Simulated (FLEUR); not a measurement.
# Cobalt: which magnetic order is lowest

A self-consistent run ends on one state, which hangs on the start. Several orders of Cobalt are started in FLEUR and their energies compared.

Program: FLEUR MaX-R8.1. Level of theory: PBEsol; all-electron FLAPW, Dirac cores, scalar-relativistic bands. Results are calculated unless marked as measured.

## 1. The structure

It takes space group P6_3/mmc (No. 194, hexagonal). Conventional cell: a = 2.507 Å, b = 2.507 Å, c = 4.070 Å, α = 90.00°, β = 90.00°, γ = 120.00°. Nearest to Co lie 12 Co at 2.50 to 2.51 Å.

Coordinates:

```
Co
1.0
     2.50740    0.00000    0.00000
    -1.25370    2.17147    0.00000
     0.00000    0.00000    4.06990
Co
2
Direct
  0.33333 0.66667 0.25000
  0.66667 0.33333 0.75000
```

## 2. Run 1 (ferro ++)

The parallel start is the test of whether parallel moments hold.

inpgen writes inp.xml from crystal.txt; cutoffs, mixing, functional, smearing and local orbitals are then set in the file. The k list default-1 (kpts.xml, not shown) is a Γ-centred 18×18×10 mesh; where the ranks do not divide the number of points, some are split in two of half the weight.

File inp.xml:

```
<?xml version="1.0" encoding="UTF-8" standalone="no"?>
<fleurInput fleurInputVersion="0.39">
   <comment>
      Co
   </comment>
   <calculationSetup>
      <cutoffs Kmax="3.6" Gmax="10.8" GmaxXC="10.8" numbands="0"/>
      <scfLoop itmax="90" minDistance="0.00002" maxIterBroyd="15" imix="Anderson" alpha="0.05" precondParam="0.0" spinf="2.0" sdNocoIR="T"/>
      <coreElectrons ctail="T" frcor="F" kcrel="1" coretail_lmax="0"/>
      <xcFunctional name="PBEs" relativisticCorrections="F"/>
      <magnetism jspins="2"/>
      <soc l_soc="F" theta="0.0" phi="0.0" spav="F"/>
      <expertModes spex="0" secvar="F"/>
      <geometryOptimization l_f="F" forcealpha="1.0" forcemix="BFGS" epsdisp="0.00001" epsforce="0.00001"/>
      <ldaU l_linMix="F" mixParam="0.05" spinf="1.0"/>
   </calculationSetup>
   <cell>
      <bzIntegration valenceElectrons="34.0" mode="hist" fermiSmearingEnergy="0.00183747">
         <kPointListSelection listName="default-1"/>
         <xi:include xmlns:xi="http://www.w3.org/2001/XInclude" href="kpts.xml"> </xi:include>
      </bzIntegration>
      <xi:include xmlns:xi="http://www.w3.org/2001/XInclude" href="sym.xml"> </xi:include>
      <bulkLattice scale="1.0">
         <bravaisMatrix>
            <row-1>    4.7382992847653478     0.0000000000188973     0.0000000000000000</row-1>
            <row-2>   -2.3691496423921228     4.1034875513345304     0.0000000000000000</row-2>
            <row-3>    0.0000000000000000     0.0000000000000000     7.6909963545095392</row-3>
         </bravaisMatrix>
      </bulkLattice>
   </cell>
   <atomSpecies>
      <species name="Cobalt (Co2.000" element="Co" atomicNumber="27">
         <mtSphere radius="2.3" gridPoints="761" logIncrement="0.016"/>
         <atomicCutoffs lmax="8" lnonsphr="6"/>
         <electronConfig flipSpins="F">
            <coreConfig>(1s1/2) (2s1/2) (2p1/2) (2p3/2)</coreConfig>
            <valenceConfig>(3s1/2) (3p1/2) (3p3/2) (4s1/2) (3d3/2) (3d5/2)</valenceConfig>
            <stateOccupation state="(3d3/2)" spinUp="1.5" spinDown="1.3"/>
            <stateOccupation state="(3d5/2)" spinUp="3.0" spinDown="1.2"/>
         </electronConfig>
         <energyParameters s="4" p="4" d="3" f="4"/>
         <lo type="SCLO" l="0" n="3" eDeriv="0"/>
         <lo type="SCLO" l="1" n="3" eDeriv="0"/>
      </species>
   </atomSpecies>
   <atomGroups>
      <atomGroup species="Cobalt (Co2.000">
         <relPos label="                   1">1.000/3.000 -1.000/3.000 1.000/4.000</relPos>
         <relPos label="                   2">-1.000/3.000 1.000/3.000 -1.000/4.000</relPos>
         <force calculate="T" relaxXYZ="TTT"/>
      </atomGroup>
   </atomGroups>
   <output dos="F" band="F" slice="F">
      <bandDOS minEnergy="-.5*Htr" maxEnergy="0.5*Htr" sigma="0.015" storeEVData="T"/>
      <plotting iplot="0" polar="F">
         <plot TwoD="T" vec1="  1.0  0.0  0.0" vec2="  0.0  1.0  0.0" vec3="  0.0  0.0  1.0" zero="  0.0  0.0  0.0" file="plot"/>
      </plotting>
      <moessbauerParams electricFieldGradient="F" isomerShift="T" coreHyperfine="T" valenceHyperfine="T"/>
   </output>
</fleurInput>
```

File crystal.txt:

```
Co
&input film=F cartesian=F /
2.50739999997  0.00000000001  0.00000000000
-1.25369999999  2.17147209742  0.00000000000
0.00000000000  0.00000000000  4.06990000000
1.8897261246
1.0 1.0 1.0

2
27 0.33333333333  0.66666666667  0.25000000000 : 2.000
27 0.66666666667  0.33333333333  0.75000000000 : 2.000

&kpt div1=18 div2=18 div3=10 gamma=T /
```

Launch:

```sh
$ OMP_NUM_THREADS=1 inpgen -f crystal.txt > inpgen.log  # inp.xml is then edited as shown
$ OMP_NUM_THREADS=1 mpirun -n 4 fleur_MPI > fleur.log
```

Output:

```text
Welcome to FLEUR        (www.flapw.de)
      MaX-Release 8.1          (www.max-centre.eu)

 ========== k-point set info ==========
 Selected k-point list: default-1
 k-point list type: mesh
 0 x 0 x 0
 Number of k points: 224

 ------------Calculation Setup---------------------------
 Number of MPI-tasks      :            4
 Number of PE/node        :            4
 Number of OMP-threads    :            1
 k-points in parallel     :            4
 pe's per k-point         :            1
 No of k-point loops      :           56
 Eigenvalue solver        :       lapack
 Number of basis functions:          136
 Approximate size of matrices (H+S) per k-point:         0.000 GB
 --------------------------------------------------------
 [... lines of the core solver left out ...]
 Iteration:     1   Distance:       9.31540184 me/bohr^3
 [... lines of the core solver left out ...]
 Iteration:     2   Distance:       7.57324088 me/bohr^3
 [... lines of the core solver left out ...]
 Iteration:     3   Distance:       4.25466747 me/bohr^3
 [... lines of the core solver left out ...]
 Iteration:     4   Distance:       0.57479376 me/bohr^3
 [... lines of the core solver left out ...]
 Iteration:     5   Distance:       0.36151718 me/bohr^3
 [... lines of the core solver left out ...]
 Iteration:     6   Distance:       0.34700872 me/bohr^3
 [... lines of the core solver left out ...]
 Iteration:     7   Distance:       0.12793795 me/bohr^3
 [... lines of the core solver left out ...]
 Iteration:     8   Distance:       0.08378049 me/bohr^3
 [... lines of the core solver left out ...]
 Iteration:     9   Distance:       0.09849688 me/bohr^3
 [... lines of the core solver left out ...]
 Iteration:    10   Distance:       0.03306760 me/bohr^3
 [... lines of the core solver left out ...]
 Iteration:    11   Distance:       0.03081547 me/bohr^3
 [... lines of the core solver left out ...]
 Iteration:    12   Distance:       0.00280042 me/bohr^3
 [... lines of the core solver left out ...]
 Iteration:    13   Distance:       0.00090033 me/bohr^3
 [... lines of the core solver left out ...]
[... rest left out ...]

--- out.xml (last complete iteration) ---
<iteration numberForCurrentRun="   18" overallNumber="   18">
         <energyParameters units="Htr">
            <atomicEP atomType="1" spin="1" branch="4s" branchLowest="-3.17" branchHighest="1.74" value="0.1937665499"/>
            <atomicEP atomType="1" spin="1" branch="4p" branchLowest="-1.82" branchHighest="2.33" value="0.3317798136"/>
            <atomicEP atomType="1" spin="1" branch="3d" branchLowest="-9.99" branchHighest="0.36" value="0.2518148094"/>
            <atomicEP atomType="1" spin="1" branch="4f" branchLowest="-9.99" branchHighest="3.55" value="0.6497399947"/>
            <loAtomicEP atomType="1" spin="1" branch="3s" branchLowest="-32.41" branchHighest="-3.17" value="-3.1774968854"/>
            <loAtomicEP atomType="1" spin="1" branch="3p" branchLowest="-27.67" branchHighest="-1.82" value="-1.8328765734"/>
            <atomicEP atomType="1" spin="2" branch="4s" branchLowest="-3.10" branchHighest="1.79" value="0.1848756963"/>
            <atomicEP atomType="1" spin="2" branch="4p" branchLowest="-1.74" branchHighest="2.37" value="0.3183873351"/>
            <atomicEP atomType="1" spin="2" branch="3d" branchLowest="-9.99" branchHighest="0.44" value="0.3035995896"/>
            <atomicEP atomType="1" spin="2" branch="4f" branchLowest="-9.99" branchHighest="3.59" value="0.6331824280"/>
            <loAtomicEP atomType="1" spin="2" branch="3s" branchLowest="-32.37" branchHighest="-3.10" value="-3.1028932624"/>
            <loAtomicEP atomType="1" spin="2" branch="3p" branchLowest="-27.64" branchHighest="-1.74" value="-1.7602944167"/>
         </energyParameters>
         <bandgap value="0.0012378346" units="eV"/>
         <sumValenceSingleParticleEnergies value="-29.5836698695" units="Htr"/>
         <FermiEnergy value="0.3400621302" units="Htr"/>
         <valenceDensity>
            <mtCharges spin="1">
               <mtCharge atomType="1" total="8.8639116" s="1.2112749" p="3.1890860" d="4.4433101" f="0.0151365"/>
            </mtCharges>
            <mtCharges spin="2">
               <mtCharge atomType="1" total="7.1989575" s="1.2219152" p="3.2331229" d="2.7249007" f="0.0145792"/>
            </mtCharges>
            <spinDependentCharge spin="1" total="18.6057993" interstitial="0.8779760" mtSpheres="17.7278233"/>
            <spinDependentCharge spin="2" total="15.3942007" interstitial="0.9962858" mtSpheres="14.3979149"/>
            <totalCharge value="34.0000000000"/>
         </valenceDensity>
         <allElectronCharges>
            <spinDependentCharge spin="1" total="28.6058071" interstitial="0.8779760" mtSpheres="27.7278311"/>
            <spinDependentCharge spin="2" total="25.3941929" interstitial="0.9962858" mtSpheres="24.3979072"/>
            <totalCharge value="54.0000000003"/>
         </allElectronCharges>
         <magneticMomentsInMTSpheres units="muBohr">
            <globalMagMoment atomType="1" vec="0.00000   0.00000   1.66496"/>
            <localMagMoment atomType="1" vec="0.00000   0.00000   1.66496"/>
         </magneticMomentsInMTSpheres>
         <moessbauerParams unitsHFF="kG" unitsIS="e/bohr^3" unitsEFG="Htr/bohr^2">
            <coreHyperfineField atomType="1" hffTotal="-491.63492" isTotal="17038.83568">
               <shell n="1" l="0" hff="-9.07523" isomerShift="15551.71099"/>
               <shell n="2" l="0" hff="-484.09495" isomerShift="1478.30123"/>
               <shell n="2" l="1" hff="1.53525" isomerShift="8.82345"/>
            </coreHyperfineField>
            <isomerShift atomType="1" nucleusRadius="0.0000919" averageDensity="17262.30067"/>
         </moessbauerParams>
         <totalEnergy value="    -2784.5131120929" units="Htr">
            <sumOfEigenvalues value="    -1603.4724684591">
               <coreElectrons value="-1573.8887985896"/>
               <valenceElectrons value="-29.5836698695"/>
            </sumOfEigenvalues>
            <densityCoulombPotentialIntegral value="-4275.5832193340"/>
            <densityEffectivePotentialIntegral value="-4428.7163280923"/>
            <chargeDenXCDenIntegral value="-116.8830436798"/>
            <FockExchangeEnergyValence value="0.0000000000"/>
            <FockExchangeEnergyCore value="0.0000000000"/>
            <atomTypeDependentContributions atomType="1">
               <electronNucleiInteractionDifferentMTs value="3335.1177916605"/>
               <MadelungTerm value="-19.9645267187"/>
            </atomTypeDependentContributions>
            <tkbTimesEntropy value="0.0005301240"/>
            <freeEnergy value="-2784.5136422168"/>
            <extrapolationTo0K value="-2784.5133771549"/>
         </totalEnergy>
         <densityConvergence units="me/bohr^3">
            <chargeDensity spin="1" distance="0.0000023933"/>
            <chargeDensity spin="2" distance="0.0000023975"/>
            <overallChargeDensity distance="0.0000038379"/>
            <spinDensity distance="0.0000028674"/>
         </densityConvergence>
      </iteration>
```

Elapsed: 20 s, on 4 MPI ranks of Arm Neoverse V1, shared host; peak memory 0.19 GiB.

This step gave:

```
free energy                                                       : -75770.4762 eV
program's band gap on this mesh (in a metal only a level spacing) : 0.001238 eV
magnetization                                                     : 3.212 μB
final state                                                       : ferromagnetic
largest moment                                                    : 1.665 μB
```

After 18 cycles the largest moment stands at 1.66 μB.

## 3. Start 2: antiferro +-

Reversing part of the moments tests the sign of the couplings between them.

inp.xml: that of step 2 with these lines changed.

```diff
@@ -44,2 +44,15 @@
       </species>
+      <species name="Cobalt (Co-2.000" element="Co" atomicNumber="27">
+         <mtSphere radius="2.3" gridPoints="761" logIncrement="0.016"/>
+         <atomicCutoffs lmax="8" lnonsphr="6"/>
+         <electronConfig flipSpins="F">
+            <coreConfig>(1s1/2) (2s1/2) (2p1/2) (2p3/2)</coreConfig>
+            <valenceConfig>(3s1/2) (3p1/2) (3p3/2) (4s1/2) (3d3/2) (3d5/2)</valenceConfig>
+            <stateOccupation state="(3d3/2)" spinUp="1.3" spinDown="1.5"/>
+            <stateOccupation state="(3d5/2)" spinUp="1.2" spinDown="3.0"/>
+         </electronConfig>
+         <energyParameters s="4" p="4" d="3" f="4"/>
+         <lo type="SCLO" l="0" n="3" eDeriv="0"/>
+         <lo type="SCLO" l="1" n="3" eDeriv="0"/>
+      </species>
    </atomSpecies>
@@ -48,2 +61,5 @@
          <relPos label="                   1">1.000/3.000 -1.000/3.000 1.000/4.000</relPos>
+         <force calculate="T" relaxXYZ="TTT"/>
+      </atomGroup>
+      <atomGroup species="Cobalt (Co-2.000">
          <relPos label="                   2">-1.000/3.000 1.000/3.000 -1.000/4.000</relPos>
```

crystal.txt: that of step 2 with these lines changed.

```diff
@@ -10,3 +10,3 @@
 27 0.33333333333  0.66666666667  0.25000000000 : 2.000
-27 0.66666666667  0.33333333333  0.75000000000 : 2.000
+27 0.66666666667  0.33333333333  0.75000000000 : -2.000
```

Output:

```text
[banner, memory and clock lines left out]
Welcome to FLEUR        (www.flapw.de)
      MaX-Release 8.1          (www.max-centre.eu)

 ========== k-point set info ==========
 Selected k-point list: default-1
 k-point list type: mesh
 0 x 0 x 0
 Number of k points: 224

 ------------Calculation Setup---------------------------
 Number of PE/node        :            4
 Number of OMP-threads    :            1
 k-points in parallel     :            4
 pe's per k-point         :            1
 No of k-point loops      :           56
 Eigenvalue solver        :       lapack
 Number of basis functions:          136
 Approximate size of matrices (H+S) per k-point:         0.001 GB
 [... lines of the core solver left out ...]
 Iteration:     1   Distance:      14.14383143 me/bohr^3
 [... lines of the core solver left out ...]
 Iteration:     2   Distance:      13.68195943 me/bohr^3
 [... lines of the core solver left out ...]
 Iteration:     3   Distance:      11.16517804 me/bohr^3
 [... lines of the core solver left out ...]
 Iteration:     4   Distance:       6.42880977 me/bohr^3
 [... lines of the core solver left out ...]
 Iteration:     5   Distance:       5.45777997 me/bohr^3
 [... lines of the core solver left out ...]
 Iteration:     6   Distance:       5.79371372 me/bohr^3
 [... lines of the core solver left out ...]
 Iteration:     7   Distance:       5.33646729 me/bohr^3
 [... lines of the core solver left out ...]
[... rest left out ...]

--- out.xml (last complete iteration) ---
<iteration numberForCurrentRun="   29" overallNumber="   29">
         [... left out ...]
         <bandgap value="0.0000004934" units="eV"/>
         <sumValenceSingleParticleEnergies value="-29.6075355629" units="Htr"/>
         <FermiEnergy value="0.3394027926" units="Htr"/>
         <valenceDensity>
            <mtCharges spin="1">
               <mtCharge atomType="1" total="8.5244818" s="1.2157052" p="3.2132883" d="4.0751943" f="0.0155376"/>
               <mtCharge atomType="2" total="7.5403426" s="1.2140949" p="3.2076347" d="3.0983327" f="0.0154058"/>
            </mtCharges>
            <mtCharges spin="2">
               <mtCharge atomType="1" total="7.5403435" s="1.2140949" p="3.2076347" d="3.0983335" f="0.0154058"/>
               <mtCharge atomType="2" total="8.5244826" s="1.2157052" p="3.2132882" d="4.0751951" f="0.0155376"/>
            </mtCharges>
            <spinDependentCharge spin="1" total="16.9999992" interstitial="0.9351748" mtSpheres="16.0648244"/>
            <spinDependentCharge spin="2" total="17.0000008" interstitial="0.9351747" mtSpheres="16.0648261"/>
            <totalCharge value="34.0000000000"/>
         </valenceDensity>
         [... left out ...]
         <magneticMomentsInMTSpheres units="muBohr">
            <globalMagMoment atomType="1" vec="0.00000   0.00000   0.98414"/>
            <localMagMoment atomType="1" vec="0.00000   0.00000   0.98414"/>
            <globalMagMoment atomType="2" vec="0.00000   0.00000  -0.98414"/>
            <localMagMoment atomType="2" vec="0.00000   0.00000  -0.98414"/>
         </magneticMomentsInMTSpheres>
         [... left out ...]
         <totalEnergy value="    -2784.4954797559" units="Htr">
            <sumOfEigenvalues value="    -1603.5855142454">
               <coreElectrons value="-1573.9779786824"/>
               <valenceElectrons value="-29.6075355629"/>
            </sumOfEigenvalues>
            <densityCoulombPotentialIntegral value="-4275.6565382967"/>
            <densityEffectivePotentialIntegral value="-4428.7217788434"/>
            <chargeDenXCDenIntegral value="-116.8322879011"/>
            <FockExchangeEnergyValence value="0.0000000000"/>
            <FockExchangeEnergyCore value="0.0000000000"/>
         [... left out ...]
            <tkbTimesEntropy value="0.0016231754"/>
            <freeEnergy value="-2784.4971029313"/>
            <extrapolationTo0K value="-2784.4962913436"/>
         </totalEnergy>
         <densityConvergence units="me/bohr^3">
            <chargeDensity spin="1" distance="0.0000080568"/>
            <chargeDensity spin="2" distance="0.0000090566"/>
            <overallChargeDensity distance="0.0000075198"/>
            <spinDensity distance="0.0000154052"/>
         </densityConvergence>
      </iteration>
```

It took 45 s on 4 MPI ranks; peak memory 0.23 GiB; 3 min of CPU time.

Read from the output:

| Property | Result |
| --- | --- |
| free energy | -75770.0262 eV |
| program's band gap on this mesh (in a metal only a level spacing) | 4.93e-7 eV |
| magnetization | 0 μB |
| final state | antiferromagnetic |
| largest moment | 0.9841 μB |

It lies 225 meV a seeded atom over the first start, and its largest moment is 0.984 μB against 1.66 μB.

(Part 1 of 2 ends here.)

[Logs and program files are shortened in this print: banners, set-up blocks, solver, clock and traceback lines can be left out without a mark of their own.]

[Logs are printed without paths, hosts, clocks, repeated set-up lines and the standing remarks that a program may print on its own settings, such as how far it seeks lower states.]

[Hosts, paths, dates, database ids (printed as entryN), source tags and the programs' standing remarks are cut or masked in the printed files.]

[Where a cell is said to come from a database of computed structures, the database is the Materials Project.]
